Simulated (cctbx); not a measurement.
## Accept or mend?

Cell a = 7.3370 Å, b = 9.5110 Å, c = 6.4100 Å, α = 90.00°, β = 90.00°, γ = 90.00°; space group Pnma (no. 62).

The data are simulated with cctbx, not measured: Mo Kα, λ = 0.71073 Å, to d = 0.6 Å, 95 % of the full sphere, strongest reflection 70000 counts, noise from counting, a 2 % proportional error and a noise floor of 4 counts (s.d.); no absorption, and some extinction, which the refinements don't model.

An anisotropic refinement with weights 1/σ² prints:

```text
Rint 0.018, 1135 unique reflections to 0.60 A
cycle     R1     wR2    GooF  max shift (A)
   1  0.0563  0.1570  10.969   0.00077
   2  0.0191  0.0568   3.971   0.00000
final R1 0.0191 wR2 0.0568 GooF 3.971  parameters 21  data/parameter 54.0
atom        x        y        z      Ueq    occ   su(xyz)  su(Uiso or U11)
Pt1    0.94968  0.75000  0.35463   0.0068  1.000  0.00004  0.0001
Yb1    0.16810  0.07582  0.16790   0.0021  1.000  0.00003  0.0001
Rh1    0.61594  0.75000  0.55921   0.0039  1.000  0.00008  0.0002
difference map: max 3.01 min -7.53 rms 0.60
Q1    0.1750  0.0630  0.2069    8    3.02  0.28 A from Yb1
Q2    0.1400  0.7500  0.9146    4    1.87  0.24 A from Rh1
Q3    0.0613  0.7500  0.9426    4    1.40  0.40 A from Rh1
Q4    0.0509  0.2500  0.2335    4    1.11  1.66 A from Rh1
Q5    0.1164  0.7500  0.1052    4    1.07  1.05 A from Rh1
Q6    0.2107  0.2500  0.2548    4    1.02  1.74 A from Rh1
```

**Question.** Can this result stand? If not, what is the likely fault?

Mend it. The fault: wrong element: Pt1 is Yb. Against the right model at the same level, R1 goes from 0.0077 to 0.0191 and GooF from 1.20 to 3.97, U of Pt1 swells from 0.0041 to 0.0068 Å², the top difference peak, 3.0 e/Å³, lies on Yb1 and a hole of -7.5 e/Å³ opens. Pt1 has 8 electrons too many and its U swells to shed them, as expected.

The compound is Yb3Rh. The right model at the same level gives:

```text
Rint 0.018, 1135 unique reflections to 0.60 A
cycle     R1     wR2    GooF  max shift (A)
   1  0.0184  0.0472   3.301   0.00021
   2  0.0077  0.0172   1.199   0.00000
final R1 0.0077 wR2 0.0172 GooF 1.199  parameters 21  data/parameter 54.0
atom        x        y        z      Ueq    occ   su(xyz)  su(Uiso or U11)
Yb1    0.94969  0.75000  0.35463   0.0041  1.000  0.00001  0.0000
Yb2    0.16810  0.07580  0.16790   0.0030  1.000  0.00001  0.0000
Rh1    0.61601  0.75000  0.55924   0.0049  1.000  0.00002  0.0001
difference map: max 0.63 min -2.53 rms 0.28
Q1    0.0773  0.6727  0.0839    8    0.64  1.21 A from Rh1
Q2    0.0360  0.2500  0.1633    4    0.63  1.30 A from Rh1
Q3    0.1301  0.6659  0.1822    8    0.60  1.75 A from Rh1
Q4    0.1474  0.0375  0.8478    8    0.58  2.08 A from Yb2
Q5    0.1333  0.5628  0.6742    8    0.58  1.46 A from Yb2
Q6    0.1963  0.6349  0.0160    8    0.57  1.33 A from Rh1
```

The model was made for the exercise: a known structure type with other elements put in, its volume estimated, not relaxed; displacement parameters are assumed.

[Middle refinement cycles are left out of these outputs.]

[Logs are printed without paths, hosts, clocks, repeated set-up lines and the standing remarks that a program may print on its own settings, such as how far it seeks lower states.]
